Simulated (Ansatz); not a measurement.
MoS2 (P6_3/mmc), computed twice by G0W0.

The database entry behind the starting cell differs from later determinations by our own check (about 0.3 % long), so it need not match the best structure at ambient conditions.

It takes space group P6_3/mmc (No. 194, hexagonal). Conventional cell: a = 3.169 Å, b = 3.169 Å, c = 12.324 Å, α = 90.00°, β = 90.00°, γ = 120.00°. Nearest to Mo lie 6 S at 2.41 Å. S has 3 Mo at 2.41 Å nearest. Farther neighbours and most contacts between anions are not listed.

```yaml
crystal:
  lattice:
    - [3.16900, 0.00000, 0.00000]
    - [-1.58450, 2.74443, 0.00000]
    - [0.00000, 0.00000, 12.32400]
  atoms:
    - { symbol: Mo, position: [0.33333, 0.66667, 0.25000] }
    - { symbol: Mo, position: [0.66667, 0.33333, 0.75000] }
    - { symbol: S, position: [0.33333, 0.66667, 0.62300] }
    - { symbol: S, position: [0.66667, 0.33333, 0.12300] }
    - { symbol: S, position: [0.33333, 0.66667, 0.87700] }
    - { symbol: S, position: [0.66667, 0.33333, 0.37700] }
```

The cell and positions come from the Crystallography Open Database and are kept as given unless a step says otherwise. PAW set soft_2, made with PBE.

The first (Ansatz 0.2.0; start PBE, 6×6×2 mesh, 848 empty bands, screening to 230 eV; 1 × NVIDIA H100 80GB HBM3 (shared by 3 runs) with 3 threads of AMD EPYC 7R13 (Zen 3), shared host) gave, on its mesh: starting gap 0.89 eV, G0W0 gap 1.26 eV, RPA ε∞ (mean) 12.03, 39 s.

**Question.** The second changes start from PBE to r2SCAN. What does it give?

It gave: starting gap 0.99 eV, G0W0 gap 1.33 eV, RPA ε∞ (mean) 11.16, 53 s. The G0W0 gap moves by +0.07 eV, +0.10 eV from the start and −0.03 eV from the correction. Σc changes by +0.04 eV at the valence top and +0.03 eV at the conduction bottom, and Σx − Vxc between them by −0.02 eV.

Limits: not at the basis limit; no spin-orbit coupling; coarse k mesh.

[Paths, hosts, dates, memory and timing lines, banners, echoed tables and standing remarks are left out of the program output.]

[Logs are printed without paths, hosts, clocks, repeated set-up lines and the standing remarks that a program may print on its own settings, such as how far it seeks lower states.]

[Runs of the session that timed out or met a known fault of the program may be left out.]

[Cells called generated may have been cut or substituted from an entry of the Crystallography Open Database or the Materials Project.]

[Hosts, paths, dates, database ids (printed as entryN), source tags and the programs' standing remarks are cut or masked in the printed files.]
